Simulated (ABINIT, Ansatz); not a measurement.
# BaTiO3 (P4mm): G0W0 on several meshes in ABINIT, part 2 of 2

Aim: the GW shift of BaTiO3 (P4mm) against the k mesh.

ABINIT 10.8.3; PBE and many-body steps on it, plane waves. Known limits of the many-body steps: not at the basis limit; no spin-orbit coupling; coarse k mesh.

So far. Step 4 (4×4×4): The gap on the mesh goes from 1.85 eV to 3.35 eV, a correction of +1.50 eV. Step 5 (Empty states on the mesh, 2×2×2 mesh, 148 bands): On this mesh the gap is 1.851 eV.

### 7. 2×2×2

This step: G0W0 on PBE, plane waves, norm-conserving pseudopotentials.

File run.abi:

```
acell 3*1.0 Angstrom
rprim 
  3.990480000000 0.000000000000 0.000000000000
  0.000000000000 3.990480000000 0.000000000000
  0.000000000000 0.000000000000 4.023030000000
ntypat 3
znucl 56 22 8
natom 5
typat 1 2 3 3 3
xred 
  0.000000000000 0.000000000000 0.000000000000
  0.500000000000 0.500000000000 0.522000000000
  0.500000000000 0.500000000000 0.979000000000
  0.500000000000 0.000000000000 0.488000000000
  0.000000000000 0.500000000000 0.488000000000
pp_dirpath "pseudos"
pseudos "Ba.upf, Ti.upf, O.upf"
ecut 38
ngkpt 2 2 2
nshiftk 1
shiftk 0 0 0
kptopt 1
chksymbreak 0
istwfk *1
occopt 1
irdwfk 1
optdriver 4
nband 140
gwcalctyp 0
ecutsigx 38
symsigma 1
nkptgw 2
kptgw 
  0.5000000000 0.5000000000 0.5000000000
  0.0000000000 0.0000000000 0.0000000000
bdgw 
  18 23
  19 23
ecuteps 5.2
irdscr 1
ppmodel 1
indata_prefix "in"
outdata_prefix "out"
tmpdata_prefix "tmp"
```

Launch:

```sh
OMP_NUM_THREADS=1 mpirun -n 4 abinit run.abi > log
```

What it wrote:

```text
.Version 10.8.3 of ABINIT. v10.8.2 released Aug 2026.

 Symmetries : space group P4 m m (# 99); Bravais tP (primitive tetrag.)
[... echo of the input left out ...]
== DATASET  1 ==================================================================
-   mpi_nproc: 4, omp_nthreads: 1 (-1 if OMP is not activated)

--- !DatasetInfo
iteration_state: {dtset: 1, }
dimensions: {natom: 5, nkpt: 6, mband: 140, nsppol: 1, nspinor: 1, nspden: 1, mpw: 4868, }
cutoff_energies: {ecut:  38.0, pawecutdg:  -1.0, }
electrons: {nelect:   4.00000000E+01, charge:   0.00000000E+00, occopt:   1.00000000E+00, tsmear:   1.00000000E-02, }

 SIGMA: Calculation of the GW corrections

 Based on a program developped by R.W. Godby, V. Olevano, G. Onida, and L. Reining.
 Incorporated in ABINIT by V. Olevano, G.-M. Rignanese, and M. Torrent.
.Using double precision arithmetic ; gwpc =  8

[... cell and pseudopotentials left out ...]
--------------------------------------------------------------------------------

 ==== K-mesh for the wavefunctions ====
 Number of points in the irreducible wedge :     6
[... list of points left out ...]
 Together with  8 symmetry operations and time-reversal symmetry
 yields     8 points in the full Brillouin Zone.

 ==== Q-mesh for screening function ====
 Number of points in the irreducible wedge :     6
[... list of points left out ...]
 Together with  8 symmetry operations and time-reversal symmetry
 yields     8 points in the full Brillouin Zone.

 vcoul_init : cutoff-mode = AUXILIARY_FUNCTION
 q-points for optical limit:   1
     1)      0.000010    0.000020    0.000030
 setmesh: FFT mesh size selected  =    45x   45x   45
          total number of points  =        91125

 Number of electrons calculated from density =   40.0000; Expected =   40.0000
[...]
number of omega for Sigma on real axis              0
 max omega for Sigma on real axis  [eV]           0.00
 zcut for avoiding poles [eV]                     0.10

 EPSILON^-1 parameters (SCR file):
 dimension of the eps^-1 matrix on file            251
 dimension of the eps^-1 matrix used               251
 number of plane-waves for wavefunctions          4865
 number of bands                                   140
 number of q-points in IBZ                           6
 number of frequencies                               2
 number of real frequencies                          1
 number of imag frequencies                          1

 matrix elements of self-energy operator (all in [eV])

 Perturbative Calculation

--- !SelfEnergy_ee
iteration_state: {dtset: 1, }
kpoint     : [   0.500,    0.500,    0.500, ]
spin       : 1
KS_gap     :    4.248
QP_gap     :    6.099
Delta_QP_KS:    1.851
data: !SigmaeeData |
     Band     E0 <VxcDFT>   SigX SigC(E0)      Z dSigC/dE  Sig(E)    E-E0       E
       18   6.542 -19.990 -24.733   4.961   0.768  -0.302 -19.823   0.167   6.709
       19   6.542 -19.990 -24.733   4.961   0.768  -0.302 -19.823   0.167   6.709
       20   6.718 -20.048 -24.855   5.049   0.767  -0.304 -19.862   0.186   6.904
[...]
--- !SelfEnergy_ee
iteration_state: {dtset: 1, }
kpoint     : [   0.000,    0.000,    0.000, ]
spin       : 1
KS_gap     :    2.222
QP_gap     :    3.743
Delta_QP_KS:    1.521
data: !SigmaeeData |
     Band     E0 <VxcDFT>   SigX SigC(E0)      Z dSigC/dE  Sig(E)    E-E0       E
[...]
22   8.936 -19.030 -11.742  -5.162   0.783  -0.278 -17.367   1.663  10.600
       23   8.936 -19.030 -11.742  -5.162   0.783  -0.278 -17.367   1.663  10.600

== END DATASET(S) ==============================================================
================================================================================

 -outvars: echo values of variables after computation  --------
           etotal      0.0000000000E+00
            nband         140
             nkpt           6
          spgroup          99
 [... the other variables as echoed above ...]

 Calculation completed.
```

Elapsed: 11 s, on 4 MPI ranks of Arm Neoverse V1, shared host; peak memory 0.8 GiB.

Numbers from this step:

```
G0W0 gap on the points computed              : 3.316 eV
starting gap on the mesh                     : 1.851 eV
k of the valence top                         : 0.5, 0.5, 0.5
k of the conduction bottom                   : 0, 0, 0
Z at the valence top                         : 0.767
Z at the conduction bottom                   : 0.784
least direct G0W0 gap on the computed points : 3.743 eV
```

Against G0W0 in ABINIT (4×4×4 mesh, 140 bands, screening to 141.5 eV, Godby-Needs plasmon pole), the gap moves by −0.039 eV.

### 8. The runs together

Times are wall times on 4 MPI ranks of Arm Neoverse V1, shared host, good to a factor of about two. A run's time includes the screening step that it read.

| run | mesh | bands | screening cutoff (eV) | DFT gap (eV) | gap on the mesh (eV) | direct (eV) | ε∞ used | time |
| --- | --- | --- | --- | --- | --- | --- | --- | --- |
| 4×4×4 | 4×4×4 | 140 | 141.5 | 1.851 | 3.355 | 3.740 | 5.80 | 4.2 min |
| 2×2×2 | 2×2×2 | 140 | 141.5 | 1.851 | 3.316 | 3.743 | 7.55 | 35 s |

### 9. What came out

```
4×4×4        : 3.355 eV
2×2×2        : 3.316 eV
known limits : not at the basis limit; no spin-orbit coupling; coarse k mesh
```

What this shows: 2×2×2: −0.039 eV against 4×4×4. Bands and cutoff are finite, so the gap is not at the basis limit. The miss can reach some tenths of an eV and take either sign; the mesh is an error of its own. In the first G0W0 run levels were corrected at 2 k points alone, so a gap called «on the mesh» is the least over those, and an edge elsewhere would be missed. The 4×4×4 mesh is coarse for this cell, which bears on the long-range parts of exchange and screening. The many-body steps are scalar-relativistic: spin-orbit coupling is not in them.

[Paths, hosts, dates, memory and timing lines, banners, echoed tables and standing remarks are left out of the program output.]

[Logs are printed without paths, hosts, clocks, repeated set-up lines and the standing remarks that a program may print on its own settings, such as how far it seeks lower states.]

[Runs of the session that timed out or met a known fault of the program may be left out.]

[No measured gap is set beside runs whose start may be inverted or whose files or cutoffs have a known fault.]

[Hosts, paths, dates, database ids (printed as entryN), source tags and the programs' standing remarks are cut or masked in the printed files.]

[G0W0 gaps are taken among the corrected bands and points alone; a level outside them can change the order at an edge.]

[Where Ansatz stands beside ABINIT at settings called matched, ABINIT's density can come from a denser mesh and the files from another edition; pairs whose starting gaps differed by over 0.03 eV were left out, so agreement reads better than it is.]
